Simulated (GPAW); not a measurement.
# YTe (P-6m2): the Y L₃ absorption edge, part 2 of 2

Aim: the near-edge shape at the Y L₃ edge of YTe (P-6m2), and what the core hole does to it.

GPAW 26.7.0; X-ray absorption from dipole matrix elements to empty bands, plane-wave PAW LDA.

So far. Step 6 (Spectrum with FCH, Y atom 2): Against the first run the r.m.s. difference is 5 %. The highest intensity below 24 eV stays at 1.8 eV. Step 7 (Spectrum with HCH, Y atom 2): The scaled spectrum changes by 25 % r.m.s. A shift of +0.4 eV leaves 9 %. The highest intensity below 24 eV goes from 1.8 eV (4.05) to 2.2 eV (3.64).

## 9. Spectrum with XCH, Y atom 2

A test of how far the result depends on this setting.

Changed against the first core-hole run: k-point spacing of the field to 0.6.

xas.py

```python
import numpy as np
from ase import Atoms
from ase.parallel import parprint, paropen
from gpaw import GPAW, PW, FermiDirac, Mixer, MixerDif, setup_paths
from gpaw.test import gen
setup_paths.insert(0, '.')
gen('Y', name='fch2p', xcname='LDA', corehole=(2, 1, 1), write_xml=True)
from gpaw.mpi import world
world.barrier()

atoms = Atoms('Te3Y3',
    cell=[[4.10909385, 0, 4.06166601],
     [-2.05454693, 3.55857966, 4.06166601],
     [-2.05454693, -3.55857966, 4.06166601]],
    scaled_positions=[[0.16666667, 0.5, 0.83333333],
     [0.5, 0.83333333, 0.16666667],
     [0.83333333, 0.16666667, 0.5],
     [0, 0, 0],
     [0.33333333, 0.33333333, 0.33333333],
     [0.66666667, 0.66666667, 0.66666667]],
    pbc=True)
atoms.calc = calc = GPAW(legacy_gpaw=True, mode=PW(430, force_complex_dtype=True), xc='LDA', setups={3: 'fch2p'},
    kpts={'size': (3, 3, 3), 'gamma': True}, occupations=FermiDirac(0.1),
    charge=-1, mixer=Mixer(0.1, 5, 50), maxiter=150,
    convergence={'density': 0.0001, 'eigenstates': 1e-6}, txt='scf.txt')
energy = atoms.get_potential_energy() + calc.get_reference_energy()
ef = calc.get_fermi_level()
out = dict(energy=energy, fermi=ef, forces=atoms.get_forces().tolist())
parprint(f'all-electron energy {energy:.4f} eV, Fermi level {ef:.4f} eV')
ev = np.array([[calc.get_eigenvalues(k, s) for k in range(len(calc.get_ibz_k_points()))] for s in range(calc.get_number_of_spins())])
out['homo'], out['lumo'], out['counts'] = ev[ev < ef].max(), ev[ev > ef].min(), sorted(set((ev < ef).sum((0, 2)).tolist()))
out['filled'] = (ev[:, 0] < ef).sum(1).tolist()

from ase.units import Ha
from gpaw.xas import dipole_matrix_elements
nb = int(calc.get_number_of_electrons() / 2) + 124
top, nb = nb, nb + 8 + nb // 12
nscf = calc.fixed_density(kpts={'size': (5, 5, 5), 'gamma': True}, nbands=nb,
    convergence={'bands': top, 'eigenstates': 5e-3}, maxiter=60, txt='nscf.txt')
cell = atoms.cell.array
ops = [cell.T @ U.T @ np.linalg.inv(cell.T) for U in nscf.wfs.kd.symmetry.op_scc]
E = np.arange(-6, 34, 0.1)
fwhm = np.interp(E, [4, 25], [1.5, 3.5])
Y, X, zero, highest = 0, 0, 1e9, 1e9
for spin in range(nscf.get_number_of_spins()):
    wfs = nscf.wfs
    mine = wfs.bd.get_slice()  # this rank's bands
    A = dipole_matrix_elements(wfs.setups[3])
    eps = np.zeros((wfs.kd.nibzkpts, nb))
    d = np.zeros((3, A.shape[1], wfs.kd.nibzkpts, nb), complex)
    for kpt in wfs.kpt_u:
        if kpt.s == spin and 3 in kpt.P_ani:
            eps[kpt.k, mine] = kpt.eps_n * Ha
            d[:, :, kpt.k, mine] = (kpt.weight * wfs.nspins / 2) ** 0.5 * np.inner(A, kpt.P_ani[3])
    world.sum(eps)
    world.sum(d)
    T = np.einsum('amkn,bmkn->abkn', d, d.conj()).real
    T = sum(np.einsum('ai,ijkn,bj->abkn', R, T, R) for R in ops) / len(ops)
    empty = eps > ef
    zero, highest = min(zero, eps[empty].min()), min(highest, eps[:, top - 1].min())
    lines = [(eps, T, empty)] if spin == 0 else lines + [(eps, T, empty)]
for eps, T, empty in lines:
    f = np.einsum('aakn->akn', T).reshape(3, -1)
    x = eps.ravel() - zero
    w = np.interp(x, E, fwhm) / 2.35482
    g = np.exp(-0.5 * ((E[:, None] - x) / w) ** 2) / (w * (2 * np.pi) ** 0.5)
    Y = Y + (f * empty.ravel()) @ g.T
    X = X + (f * ~empty.ravel()) @ g.T
out.update(E=E.round(2).tolist(), xas=Y.tolist(), xes=X.tolist(), zero=zero, valid=highest - zero, nk=len(eps), nb=nb)
for i in range(0, len(E), 10):
    parprint(f'{E[i]:7.2f}', *(f'{v:10.3e}' for v in Y[:, i]))
import json
with paropen('out.json', 'w') as f:
    json.dump(out, f)
```

Command:

```sh
$ OMP_NUM_THREADS=1 mpirun -n 4 gpaw python xas.py
```

Elapsed: 63 s, on 4 MPI ranks of Intel Xeon Platinum 8375C at 2.90GHz (Ice Lake), shared host; peak memory 0.39 GiB; 4.2 min of CPU time.

| E (eV) | first run | this run |
| --- | --- | --- |
| -2.0 | 0.00 | 0.00 |
| -1.0 | 0.14 | 0.14 |
| 0.0 | 1.04 | 1.05 |
| 1.0 | 3.11 | 3.12 |
| 2.0 | 3.92 | 3.91 |
| 3.0 | 2.26 | 2.26 |
| 4.0 | 0.99 | 0.99 |
| 5.0 | 0.61 | 0.61 |
| 6.0 | 0.56 | 0.56 |
| 7.0 | 0.55 | 0.55 |
| 8.0 | 0.60 | 0.60 |
| 9.0 | 0.50 | 0.50 |
| 10.0 | 0.43 | 0.43 |
| 11.0 | 0.65 | 0.65 |
| 12.0 | 0.74 | 0.74 |
| 13.0 | 0.67 | 0.67 |
| 14.0 | 0.62 | 0.62 |
| 15.0 | 0.55 | 0.55 |
| 16.0 | 0.53 | 0.53 |
| 17.0 | 0.55 | 0.55 |
| 18.0 | 0.59 | 0.59 |
| 19.0 | 0.60 | 0.60 |
| 20.0 | 0.59 | 0.59 |
| 21.0 | 0.56 | 0.56 |
| 22.0 | 0.52 | 0.52 |
| 23.0 | 0.50 | 0.50 |
| 24.0 | 0.53 | 0.53 |
| 25.0 | 0.57 | 0.57 |
| 26.0 | 0.60 | 0.60 |
| 27.0 | 0.61 | 0.61 |
| 28.0 | 0.61 | 0.61 |
| 29.0 | 0.58 | 0.58 |
| 30.0 | 0.55 | 0.55 |
| 31.0 | 0.51 | 0.51 |
| 32.0 | 0.48 | 0.48 |

The scaled spectrum changes by 0 % r.m.s. The highest intensity below 24 eV stays at 1.8 eV.

The photon energy of the zero moves by +0.02 eV.

## 10. What the core hole does

Both curves are counted from their own zero, so only the shift of weight within the empty states shows.

| E (eV) | no hole | XCH |
| --- | --- | --- |
| -2.0 | 0.00 | 0.00 |
| -1.0 | 0.07 | 0.14 |
| 0.0 | 0.42 | 1.04 |
| 1.0 | 0.94 | 3.11 |
| 2.0 | 2.35 | 3.92 |
| 3.0 | 3.19 | 2.26 |
| 4.0 | 2.17 | 0.99 |
| 5.0 | 1.13 | 0.61 |
| 6.0 | 0.85 | 0.56 |
| 7.0 | 0.73 | 0.55 |
| 8.0 | 0.75 | 0.60 |
| 9.0 | 0.60 | 0.50 |
| 10.0 | 0.47 | 0.43 |
| 11.0 | 0.68 | 0.65 |
| 12.0 | 0.85 | 0.74 |
| 13.0 | 0.79 | 0.67 |
| 14.0 | 0.72 | 0.62 |
| 15.0 | 0.64 | 0.55 |
| 16.0 | 0.59 | 0.53 |
| 17.0 | 0.59 | 0.55 |
| 18.0 | 0.64 | 0.59 |
| 19.0 | 0.66 | 0.60 |
| 20.0 | 0.65 | 0.59 |
| 21.0 | 0.63 | 0.56 |
| 22.0 | 0.59 | 0.52 |
| 23.0 | 0.55 | 0.50 |
| 24.0 | 0.56 | 0.53 |
| 25.0 | 0.60 | 0.57 |
| 26.0 | 0.64 | 0.60 |
| 27.0 | 0.66 | 0.61 |
| 28.0 | 0.66 | 0.61 |
| 29.0 | 0.65 | 0.58 |
| 30.0 | 0.62 | 0.55 |
| 31.0 | 0.58 | 0.51 |
| 32.0 | 0.55 | 0.48 |

With each curve scaled to its own mean, the area from −2 to 6 eV with the hole is 12.3 against 10.7, and the centre of weight from −1 to 20 eV moves by -1.1 eV: the hole pulls the absorber's empty states down.

## 11. What came out

* absorber and edge: Y L₃, atom 2 of the ground-state input (counted from 1)
* surroundings: 6 Te at 3.12 Å (trigonal prismatic, site symmetry -6m2)
* highest intensity below 24 eV: 1.8 eV above the zero, height 4.05

What this shows: The Y L₃ edge of atom 2, with 6 Te at 3.12 Å (trigonal prismatic, site symmetry -6m2), has its highest intensity of the first 24 eV at 1.8 eV above the zero, 4.0 times the mean level of the first 20 eV (Gaussian full width 1.5 eV up to 4 eV, rising linearly to 3.5 eV at 25 eV). With each curve scaled to its own mean, the area from −2 to 6 eV with the hole is 12.3 against 10.7, and the centre of weight from −1 to 20 eV moves by -1.1 eV: the hole pulls the absorber's empty states down. Changing the core hole to FCH alters the shape by 5 % r.m.s., so the result is insensitive to this choice. Changing the core hole from full to half alters the shape by 25 % r.m.s., a modest effect on the whole. Changing the k-point spacing of the field to 0.6 alters the shape by 0 % r.m.s., so this setting is converged. At the Y L₃ edge of atom 2 polarisation matters most near 1.4 eV, where the curves differ by 0.3 on this scale. Only the L₃ part is meant: spin–orbit coupling of the core level isn't computed and the L₂ copy isn't added. The primitive cell holds an odd number of electrons, so a spin-paired run has to come out metallic; that is right for a metal, but some such compounds are magnetic or distorted insulators. The holes are only 5.8 Å apart, so the shape is probably not converged with cell size; no larger cell was run here. The structure is a computed Materials Project entry and may be a hypothetical form.

[Logs are printed without paths, hosts, clocks, repeated set-up lines and the standing remarks that a program may print on its own settings, such as how far it seeks lower states.]

[Hosts, paths, dates, database ids (printed as entryN), source tags and the programs' standing remarks are cut or masked in the printed files.]

[Lists of maxima count a maximum above −3 eV only where it reaches 4 % of the highest in the window and stands out from its surroundings by 2 % of it (1.5 % where it reaches 55 %); shoulders and weaker maxima are passed over, and of the rest the first, up to two pre-edge ones and the few strongest are named.]
